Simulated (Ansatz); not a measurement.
**Arsenene bilayer (AA') in a perpendicular field**

Wanted: the out-of-plane response of the arsenene bilayer (AA'). A positive field points along +c.

Method: plane-wave DFT, PBE-D3(BJ), Ansatz PAW (set soft_1); PAW set soft_1, in the first sound run; inputs show where later runs differ, in Ansatz 0.2.0.

## (1) Set-up

The cell holds 4 atoms: 4 As. Its edges and angles: a = 3.610 Å, b = 3.610 Å, c = 42.600 Å, α = 90.0°, β = 90.0°, γ = 120.0°. Regions: layer 1: arsenene, 2 atoms (2 As); layer 2: arsenene, 2 atoms (2 As). Vacuum lies along c.

## (2) Relaxing the slab

The starting cell is a guess, so the in-plane lattice and the atoms are relaxed first, with the slab cut off from its images along the normal.

The input, input.yaml:

```yaml
crystal:
  lattice:
    - [3.61, 0.0, 0.0]
    - [-1.805, 3.1263517077, 0.0]
    - [0.0, 0.0, 42.6000000002]
  atoms:
    - { symbol: As, position: [0.6666666667, 0.3333333333, 0.4319248826] }
    - { symbol: As, position: [0.3333333333, 0.6666666667, 0.4647887324] }
    - { symbol: As, position: [0.3333333333, 0.6666666667, 0.5352112676] }
    - { symbol: As, position: [0.6666666667, 0.3333333333, 0.5680751174] }
  periodic: [true, true, false]
kpoints:
  mp_grid: { grid: [12, 12, 1] }
hamiltonian:
  xc: pbe
  dispersion: d3bj
  pseudopotentials: { kind: paw, azcp: { folder: soft_1 } }
scf:
  occupations: { method: fermi_dirac, width: 0.05 }
  convergence: { dr2_threshold: 1.0e-09 }
relax:
  f_tol: 0.004
  max_steps: 90
  cell: {}
output:
  write_potential: true
  write_density: true
  volumetric_format: npy
```

The run is started by

```sh
ansatz run input.yaml --threads 4 --pin off --max-ram 6144MiB --backend cpu --events-out ev --progress --plain --runs-dir out
```

Numbers of over 12 decimals in the logs are rounded to 6 here.

The log of the run:

```text
Warning: relax.cell: scf.convergence.dr2_threshold = 1e-9 eV is looser than the 1.60230732203e-10 eV advised for a relaxation that steers and ends on the stress (1e-10 eV for each atom of the cell: 4, times the square of relax.cell.stress_2d_tol = 0.05 N/m over 15.8 Å (the atoms' height at the walk's start and 5 Å past either face), 3.165e-2 GPa, over a crystal's default 0.05). What an SCF threshold leaves in a stress goes as its square root, and in the free energy as the threshold itself, and one threshold admits the most on a small cell: [figures from the program's tests cut] Set scf.convergence.dr2_threshold to 1.60230732203e-10 eV or tighter. [rest of the remark cut]
Engine: ansatz 0.2.0, aarch64-unknown-linux-gnu
Pseudopotentials: kind: paw
Pseudopotential: As, paw, valence charge 15, recommended cutoff 420 eV (normal), soft_1/As.paw.azcp
Functional definition: PBE
  parameter kappa = 0.804
  parameter beta = 0.066725
  exchange = pbe_x(kappa = kappa, mu = beta*pi^2/3)
  correlation = pbe_c(beta = beta)
Crystal: 4 atoms, lattice volume = 480.789 Å³
Basis set: ecut = 420 eV, 9287 PW (Γ), exchange–correlation on 50×50×576 points (8 copies of the dense FFT grid, shifted against one another)
Bands: 36, of which v1, the nominal top of the filled ones, is band 30 counted from 1 (29 counted from 0)
Symmetry: 12 space group operations
Space group: P-6m2 (ITA 187), of the structure as read, at distance tolerance 7.8e-5 Å
k-points: 19 of 144 (time reversal used)
Non-local potential: As, projectors of the file, l = 0: 2, l = 1: 2, l = 2: 3, l = 3: 1
PAW form: soft (Blöchl's): semilocal exchange-correlation on the pseudo side does not see the compensation charge
PAW one-centre angular grid: As, 590 points (default); XC on 64 Gauss nodes
Initial density: superposition of atomic densities (neutral atoms: chi_scale 0, normalization atom)
Initial wavefunctions: pseudopotential atomic-orbital guess
Functional: x = pbe(κ = 0.804, μ = 0.219515), c = pbe(β = 0.066725)
iter 1 solved again at ethr=9.49e-4 eV; its pass at ethr=3.10e-3 eV (dr2=5.69e-1 eV) is discarded
SCF iter   1: F=—  HF=-19425.386591 eV  |F-HF|=—  |Δ(HF+E_count)|=         —  Δρ=1.17e-2  dr2=5.70e-1  ethr=9.49e-4  ⟨swp⟩=1.8  Hψ=4598  notcnv=0
preconditioner: auto → LDOS  [insulator: Δε(μ)=0.338 eV  Ē_g=8.840 eV  σ=0.050 eV  W_gap=0.93  n_scr=26 (ndim 8)  ℏωp=7.6 eV  f_vac=0.768  D(μ)=0.16/eV (n_scr^D=2)  ε∞_Penn≈1.7  β→1.0]
SCF iter   2: F=—  HF=-19425.301962 eV  |F-HF|=—  |Δ(HF+E_count)|=   8.46e-2  Δρ=1.98e-3  dr2=5.82e-2  ethr=9.49e-4  ⟨swp⟩=3.9  Hψ=1237  notcnv=0
SCF iter   3: F=—  HF=-19425.327130 eV  |F-HF|=—  |Δ(HF+E_count)|=   2.52e-2  Δρ=2.61e-3  dr2=2.86e-1  ethr=9.70e-5  ⟨swp⟩=3.9  Hψ=1624  notcnv=0  recentre
SCF iter   4: F=—  HF=-19425.291673 eV  |F-HF|=—  |Δ(HF+E_count)|=   3.55e-2  Δρ=6.63e-4  dr2=8.24e-3  ethr=9.70e-5  ⟨swp⟩=4.3  Hψ=1432  notcnv=0  defer=2
SCF iter   5: F=—  HF=-19425.290940 eV  |F-HF|=—  |Δ(HF+E_count)|=   7.33e-4  Δρ=1.54e-4  dr2=8.05e-5  ethr=1.37e-5  ⟨swp⟩=2.0  Hψ=888  notcnv=0  defer=2
SCF iter   6: F=—  HF=-19425.290959 eV  |F-HF|=—  |Δ(HF+E_count)|=   1.90e-5  Δρ=2.29e-5  dr2=6.37e-6  ethr=1.34e-7  ⟨swp⟩=3.8  Hψ=1468  notcnv=0  defer=2
SCF iter   7: F=—  HF=-19425.290961 eV  |F-HF|=—  |Δ(HF+E_count)|=   1.34e-6  Δρ=3.39e-6  dr2=1.66e-7  ethr=1.06e-8  ⟨swp⟩=2.8  Hψ=907  notcnv=0  defer=2
SCF iter   8: F=—  HF=-19425.291001 eV  |F-HF|=—  |Δ(HF+E_count)|=   4.02e-5  Δρ=9.54e-7  dr2=6.41e-9  ethr=2.76e-10  ⟨swp⟩=3.4  Hψ=1271  notcnv=0  defer=2
SCF iter   9: F=-19425.291001 eV  HF=-19425.291001 eV  |F-HF|=3.27e-10  |Δ(HF+E_count)|=   1.05e-8  Δρ=1.79e-7  dr2=2.40e-10  ethr=1.67e-12  ⟨swp⟩=11.1  Hψ=4912  notcnv=0
SCF 1 converged in 9 iterations: F = -19425.291001 eV  dr2 = 2.40e-10
  greatest PAW one-centre occupation: 0.999 electrons in one spin orbital (limit 2), on the As atom at site 0 (counted from 0), in its partial waves of l = 2
relax step   1: F+E_penalty+E_count = -19425.29100097 eV  Δ(F+E_penalty+E_count) = +0.000e0 eV  max|allowed force component| = 8.268e-1 eV/Å  Δτ_max = 0.0000 Å  P = -0.526 N/m  Ω = 480.789 Å³  fix = [c, alpha, beta]  reactions: c +0.000 N/m  (9 SCF iters, accepted)
Crystal: 4 atoms, lattice volume = 482.187 Å³
Basis set: ecut = 420 eV, 9299 PW (Γ), exchange–correlation on 50×50×576 points (8 copies of the dense FFT grid, shifted against one another)
Initial density: handed on by an earlier stage of this run
Initial wavefunctions: those handed on with the density
iter 1 solved again at ethr=1.14e-4 eV; its pass at ethr=3.10e-3 eV (dr2=6.85e-2 eV) is discarded
SCF iter   1: F=—  HF=-19425.456000 eV  |F-HF|=—  |Δ(HF+E_count)|=         —  Δρ=5.94e-3  dr2=6.86e-2  ethr=1.14e-4  ⟨swp⟩=2.0  Hψ=3700  notcnv=0
preconditioner: auto → Resta (q_TF=auto, 1.928 Å⁻¹)  ε∞=1.7  [insulator: Δε(μ)=0.775 eV  Ē_g=8.831 eV  σ=0.050 eV  W_gap=1.00  n_scr=26 (ndim 8)  ℏωp=7.6 eV  f_vac=0.764  D(μ)=0.00/eV (n_scr^D=0)  ε∞_Penn≈1.7  vacuum switching on, ρ_ref=5.7e-3 e/Å³]
SCF iter   2: F=—  HF=-19425.459628 eV  |F-HF|=—  |Δ(HF+E_count)|=   3.63e-3  Δρ=2.94e-3  dr2=1.95e-2  ethr=1.14e-4  ⟨swp⟩=2.7  Hψ=960  notcnv=0
SCF iter   3: F=—  HF=-19425.470082 eV  |F-HF|=—  |Δ(HF+E_count)|=   1.05e-2  Δρ=1.50e-3  dr2=6.04e-2  ethr=3.25e-5  ⟨swp⟩=3.1  Hψ=1178  notcnv=0  recentre
SCF iter   4: F=—  HF=-19425.463636 eV  |F-HF|=—  |Δ(HF+E_count)|=   6.45e-3  Δρ=2.99e-4  dr2=5.00e-4  ethr=3.25e-5  ⟨swp⟩=2.7  Hψ=946  notcnv=0
SCF iter   5: F=—  HF=-19425.463732 eV  |F-HF|=—  |Δ(HF+E_count)|=   9.52e-5  Δρ=8.70e-5  dr2=3.57e-5  ethr=8.33e-7  ⟨swp⟩=4.1  Hψ=1481  notcnv=0
SCF iter   6: F=—  HF=-19425.463730 eV  |F-HF|=—  |Δ(HF+E_count)|=   1.10e-6  Δρ=2.37e-5  dr2=2.94e-6  ethr=5.95e-8  ⟨swp⟩=2.8  Hψ=1305  notcnv=0
SCF iter   7: F=—  HF=-19425.463775 eV  |F-HF|=—  |Δ(HF+E_count)|=   4.49e-5  Δρ=7.70e-6  dr2=2.50e-7  ethr=4.89e-9  ⟨swp⟩=3.0  Hψ=999  notcnv=0
SCF iter   8: F=—  HF=-19425.463776 eV  |F-HF|=—  |Δ(HF+E_count)|=   5.31e-7  Δρ=1.11e-6  dr2=8.63e-9  ethr=4.17e-10  ⟨swp⟩=3.2  Hψ=1149  notcnv=0
SCF iter   9: F=-19425.463776 eV  HF=-19425.463776 eV  |F-HF|=3.89e-10  |Δ(HF+E_count)|=   4.83e-9  Δρ=2.84e-7  dr2=5.11e-10  ethr=1.67e-12  ⟨swp⟩=11.1  Hψ=4902  notcnv=0
SCF 2 converged in 9 iterations: F = -19425.463776 eV  dr2 = 5.11e-10
  greatest PAW one-centre occupation: 0.999 electrons in one spin orbital (limit 2), on the As atom at site 3 (counted from 0), in its partial waves of l = 2
[...]
SCF iter   3: F=—  HF=-19425.490214 eV  |F-HF|=—  |Δ(HF+E_count)|=   5.75e-4  Δρ=1.71e-4  dr2=8.07e-4  ethr=2.24e-6  ⟨swp⟩=3.6  Hψ=1194  notcnv=0
SCF iter   4: F=—  HF=-19425.490146 eV  |F-HF|=—  |Δ(HF+E_count)|=   6.77e-5  Δρ=8.17e-5  dr2=1.85e-4  ethr=1.34e-6  ⟨swp⟩=2.2  Hψ=777  notcnv=0
SCF iter   5: F=—  HF=-19425.490130 eV  |F-HF|=—  |Δ(HF+E_count)|=   1.56e-5  Δρ=2.52e-5  dr2=6.56e-6  ethr=3.08e-7  ⟨swp⟩=2.3  Hψ=816  notcnv=0
SCF iter   6: F=—  HF=-19425.490143 eV  |F-HF|=—  |Δ(HF+E_count)|=   1.24e-5  Δρ=7.40e-6  dr2=7.93e-7  ethr=1.09e-8  ⟨swp⟩=3.1  Hψ=1220  notcnv=0
SCF iter   7: F=—  HF=-19425.490184 eV  |F-HF|=—  |Δ(HF+E_count)|=   4.14e-5  Δρ=1.42e-6  dr2=2.37e-8  ethr=1.32e-9  ⟨swp⟩=3.7  Hψ=1363  notcnv=0
SCF iter   8: F=—  HF=-19425.490184 eV  |F-HF|=—  |Δ(HF+E_count)|=   1.93e-8  Δρ=3.71e-7  dr2=1.25e-9  ethr=3.95e-11  ⟨swp⟩=2.8  Hψ=997  notcnv=0
SCF iter   9: F=-19425.490184 eV  HF=-19425.490184 eV  |F-HF|=1.86e-10  |Δ(HF+E_count)|=  7.89e-10  Δρ=7.13e-8  dr2=5.09e-11  ethr=1.67e-12  ⟨swp⟩=10.2  Hψ=4573  notcnv=0
SCF 3 converged in 9 iterations: F = -19425.490184 eV  dr2 = 5.09e-11
relax step   3: F+E_penalty+E_count = -19425.49018422 eV  Δ(F+E_penalty+E_count) = -2.641e-2 eV  max|allowed force component| = 4.066e-1 eV/Å  Δτ_max = 0.0542 Å  P = -0.643 N/m  Ω = 481.201 Å³  energy of the carried Pulay correction = -1.313e-5 eV  fix = [c, alpha, beta]  reactions: c +0.000 N/m  (9 SCF iters, accepted)
[...]
relax step   4: F+E_penalty+E_count = -19425.52922990 eV  Δ(F+E_penalty+E_count) = -3.905e-2 eV  max|allowed force component| = 2.263e-1 eV/Å  Δτ_max = 0.1581 Å  P = +0.479 N/m  Ω = 465.145 Å³  energy of the carried Pulay correction = +5.076e-4 eV  fix = [c, alpha, beta]  reactions: c +0.000 N/m  (10 SCF iters, accepted)
[...]
relax step   5: F+E_penalty+E_count = -19425.53815825 eV  Δ(F+E_penalty+E_count) = -8.928e-3 eV  max|allowed force component| = 3.276e-2 eV/Å  Δτ_max = 0.0794 Å  P = +0.158 N/m  Ω = 469.310 Å³  energy of the carried Pulay correction = +3.708e-4 eV  fix = [c, alpha, beta]  reactions: c +0.000 N/m  (9 SCF iters, accepted)
[...]
relax step   6: F+E_penalty+E_count = -19425.53828444 eV  Δ(F+E_penalty+E_count) = -1.262e-4 eV  max|allowed force component| = 2.438e-3 eV/Å  Δτ_max = 0.0028 Å  P = +0.017 N/m  Ω = 470.024 Å³  energy of the carried Pulay correction = +3.475e-4 eV  fix = [c, alpha, beta]  reactions: c +0.000 N/m  (6 SCF iters, accepted)
Basis set: ecut = 420 eV, 9041 PW (Γ), exchange–correlation on 48×48×576 points (8 copies of the dense FFT grid, shifted against one another)
Initial wavefunctions: pseudopotential atomic-orbital guess (no wavefunctions were taken with the density)
iter 1 solved again at ethr=1.28e-7 eV; its pass at ethr=3.10e-3 eV (dr2=7.67e-5 eV) is discarded
SCF iter   1: F=—  HF=-19425.537957 eV  |F-HF|=—  |Δ(HF+E_count)|=         —  Δρ=9.69e-6  dr2=1.02e-7  ethr=1.28e-7  ⟨swp⟩=6.0  Hψ=5995  notcnv=0
SCF iter   2: F=—  HF=-19425.537960 eV  |F-HF|=—  |Δ(HF+E_count)|=   2.85e-6  Δρ=5.09e-6  dr2=3.21e-8  ethr=1.70e-10  ⟨swp⟩=4.3  Hψ=1688  notcnv=0
SCF iter   3: F=—  HF=-19425.537960 eV  |F-HF|=—  |Δ(HF+E_count)|=   5.37e-8  Δρ=1.31e-6  dr2=2.47e-9  ethr=5.35e-11  ⟨swp⟩=2.7  Hψ=1097  notcnv=0
SCF iter   4: F=—  HF=-19425.537960 eV  |F-HF|=—  |Δ(HF+E_count)|=   3.54e-9  Δρ=3.28e-7  dr2=3.94e-9  ethr=1.67e-12  ⟨swp⟩=13.8  Hψ=5037  notcnv=0
SCF iter   5: F=-19425.537960 eV  HF=-19425.537960 eV  |F-HF|=2.18e-11  |Δ(HF+E_count)|=  5.13e-10  Δρ=1.52e-7  dr2=6.32e-11  ethr=1.67e-12  ⟨swp⟩=7.2  Hψ=3738  notcnv=0
SCF 7 converged in 5 iterations: F = -19425.537960 eV  dr2 = 6.32e-11
relax step   7: F+E_penalty+E_count = -19425.53795984 eV  Δ(F+E_penalty+E_count) = +3.246e-4 eV  max|allowed force component| = 2.522e-3 eV/Å  Δτ_max = 0.0000 Å  P = +0.014 N/m  Ω = 470.024 Å³  fix = [c, alpha, beta]  reactions: c +0.000 N/m  stress off target by 1.43e-2 N/m on what of the cell is left free  SCF on the basis re-selected at this cell (its energy is not comparable with the rows above)  (5 SCF iters)
basis re-selected at this cell: Δ(F+E_penalty+E_count) = +3.246e-4 eV, ΔP = -0.003 N/m vs the last step (what re-selecting the basis moved, of the pressure what is left beyond the Pulay correction that the steps carried, after the strain that the cell walked since its last selection, with what the two solves' SCF thresholds leave and, on support functions, any second-order correction that the steps lacked; it is no measure of the basis error at this ecutwfc). The dense FFT grid was sized anew with the basis: this SCF ran on 24×24×288 points, the steps before it on 25×25×288, so part of this shift can come from that change (see relax.cell in the input reference). [rest of the remark cut]
WARN: The input density's exchange-correlation potential varies sharply where the density is thin. Do not read a vacuum level from v_tot or v_xc, or from such a field of the output density. On a cell that repeats whose density bears no net charge and no dipole along the vacuum's axis use v_es (v_loc + v_h of the components); under efield.dipole_correction with no amplitude use v_es + v_field, which holds any external [...]
SCF converged after 5 iterations
Free energy (F): -19425.537960 eV
Harris-Foulkes:  -19425.537960 eV  (|F-HF|=2.18e-11)
Internal energy: -19425.537959 eV  (E = F + TS)
E sigma→0 (E₀):  -19425.537960 eV
Entropy (-TS):   -0.000000 eV (-0.000 meV/atom)
Fermi energy:    -4.610872 eV
--- Per-component energies (eV) ---
  E_band       = -1829.464823
  E_kinetic    = 385.554103
  E_local      = -230754.877928  (includes V_loc(G=0)·N_el)
  E_nonlocal   = -1571.912694
  E_hartree    = 115426.364419
  E_xc         = -279.659356
  E_vxc        = -292.047747  (∫ρ·V_xc dr)
  E_paw        = -8053.431506  (= ΣΔE_a)
  E_vpaw       = -448.908792  (= ΣTr[D̂ρ^β])
  E_aug_tail   = -0.000025  (compensation charges beyond the density's cutoff)
  E_ewald      = 105423.437873
  E_disp       = -1.012845  (pairwise vdW)
  E_smearing   = -0.000000  (= −TS)
  E_closure    = -0.000000  (closes the sum)
  Σ components = -19425.537960   (vs F -19425.537960, Δ=0.00e0)
--- Forces (eV/Å), atoms counted from 1 ---
  atom   1  As     0.00000000     0.00000000    -0.00252173
  atom   2  As     0.00000000    -0.00000000     0.00204347
  atom   3  As     0.00000000    -0.00000000    -0.00204347
  atom   4  As     0.00000000     0.00000000     0.00252173
  max |Σ_I F_I| component: 1.30e-18 eV/Å
--- 2D stress c σ (N/m, compression-positive) ---
        0.014320      -0.000000       0.000000
       -0.000000       0.014320       0.000000
        0.000000       0.000000       0.000000
  P = ½ c Tr σ = 0.0143 N/m
--- Band table (eV; the first three rows and the last of 19) ---
  k-point 0: bands = [... 26 lower, -5.2862, -5.2862, -5.2564, -5.2564, -3.3428, -2.9321, -1.8044, -1.8044, ... 2 higher]
  k-point 1: bands = [... 26 lower, -6.1601, -5.5013, -5.4711, -5.3833, -2.7214, -2.4217, -1.9264, -1.7306, ... 2 higher]
  k-point 2: bands = [... 26 lower, -6.2966, -5.9759, -5.9450, -5.3338, -3.1263, -2.8855, -1.2437, -1.1946, ... 2 higher]
  k-point 18: bands = [... 26 lower, -7.7237, -7.4538, -7.3387, -7.1071, -3.6456, -3.2213, -1.1850, -1.1756, ... 2 higher]
  the weakly bound empty levels are not read free of the cell's end (no_gap_told)
--- Relaxed structure (6 steps of the walk, 6 accepted, 1 SCFs on fresh bases) ---
  F+E_penalty+E_count = -19425.53795984 eV   max|allowed force component| = 2.522e-3 eV/Å   (the final SCF, on the basis selected at the relaxed cell)
  cell:  # Å, volume = 470.0242 Å³
    - [3.569357, 0.0, 0.0]
    - [-1.784679, 3.091154, 0.0]
    - [0.0, 0.0, 42.6000000002]
  atoms:
    - { symbol: As, position: [0.666667, 0.333333, 0.422063] }
    - { symbol: As, position: [0.333333, 0.666667, 0.454898] }
    - { symbol: As, position: [0.333333, 0.666667, 0.545102] }
    - { symbol: As, position: [0.666667, 0.333333, 0.577937] }
```

The job ended after 58 s (4 threads of Arm Neoverse V1, shared host; peak memory 0.88 GiB; 3.5 min of CPU time).

Step by step:

```
step  energy less that of the first step (eV)  largest force component (eV/Å)  volume (Å³)
   1                                   0.0000                          0.8268       480.79
   2                                  -0.1728                          0.4822       482.19
   3                                  -0.1992                          0.4066       481.20
   4                                  -0.2382                          0.2263       465.14
   5                                  -0.2472                          0.0328       469.31
   6                                  -0.2473                          0.0024       470.02
  7*                                  -0.2470                          0.0025       470.02
```

Relaxation steps marked * repeat the geometry before them on a plane-wave basis chosen anew for their cell, so energy and pressure can jump there.

The run keeps the 12 symmetry operations that it works with, so distortions that break them were not tested.

```
cell as run  before  after  change
      a (Å)   3.610  3.569  -1.1 %
      b (Å)   3.610  3.569  -1.1 %
```

The atoms that moved most (Å, along periodic axes as changes of fractional coordinates times the final cell, across vacuum about the mean position):

```
atom     dx     dy      dz  length
 As3  0.000  0.000   0.421   0.421
 As2  0.000  0.000  -0.421   0.421
 As1  0.000  0.000  -0.420   0.420
 As4  0.000  0.000   0.420   0.420
```

Final coordinates:

```cif
data_structure
_symmetry_space_group_name_H-M 'P 1'
_symmetry_Int_Tables_number 1
_cell_length_a 3.5694
_cell_length_b 3.5694
_cell_length_c 42.6000
_cell_angle_alpha 90.000
_cell_angle_beta 90.000
_cell_angle_gamma 120.000
_cell_volume 470.02
loop_
_atom_site_label
_atom_site_type_symbol
_atom_site_fract_x
_atom_site_fract_y
_atom_site_fract_z
_atom_site_occupancy
As1 As 0.66667 0.33333 0.42206 1
As2 As 0.33333 0.66667 0.45490 1
As3 As 0.33333 0.66667 0.54510 1
As4 As 0.66667 0.33333 0.57794 1
```

The lattice constant a goes from 3.610 to 3.569 Å.

(Continued in part 2 of 3.)

[Logs are printed without paths, hosts, clocks, repeated set-up lines and the standing remarks that a program may print on its own settings, such as how far it seeks lower states.]

[Hosts, paths, dates, database ids (printed as entryN), source tags and the programs' standing remarks are cut or masked in the printed files.]

[Maps of the electrostatic potential energy from Ansatz leave out the sawtooth potential of an applied field or a dipole correction, so their vacuum need not be flat; planar profiles and work functions include it.]
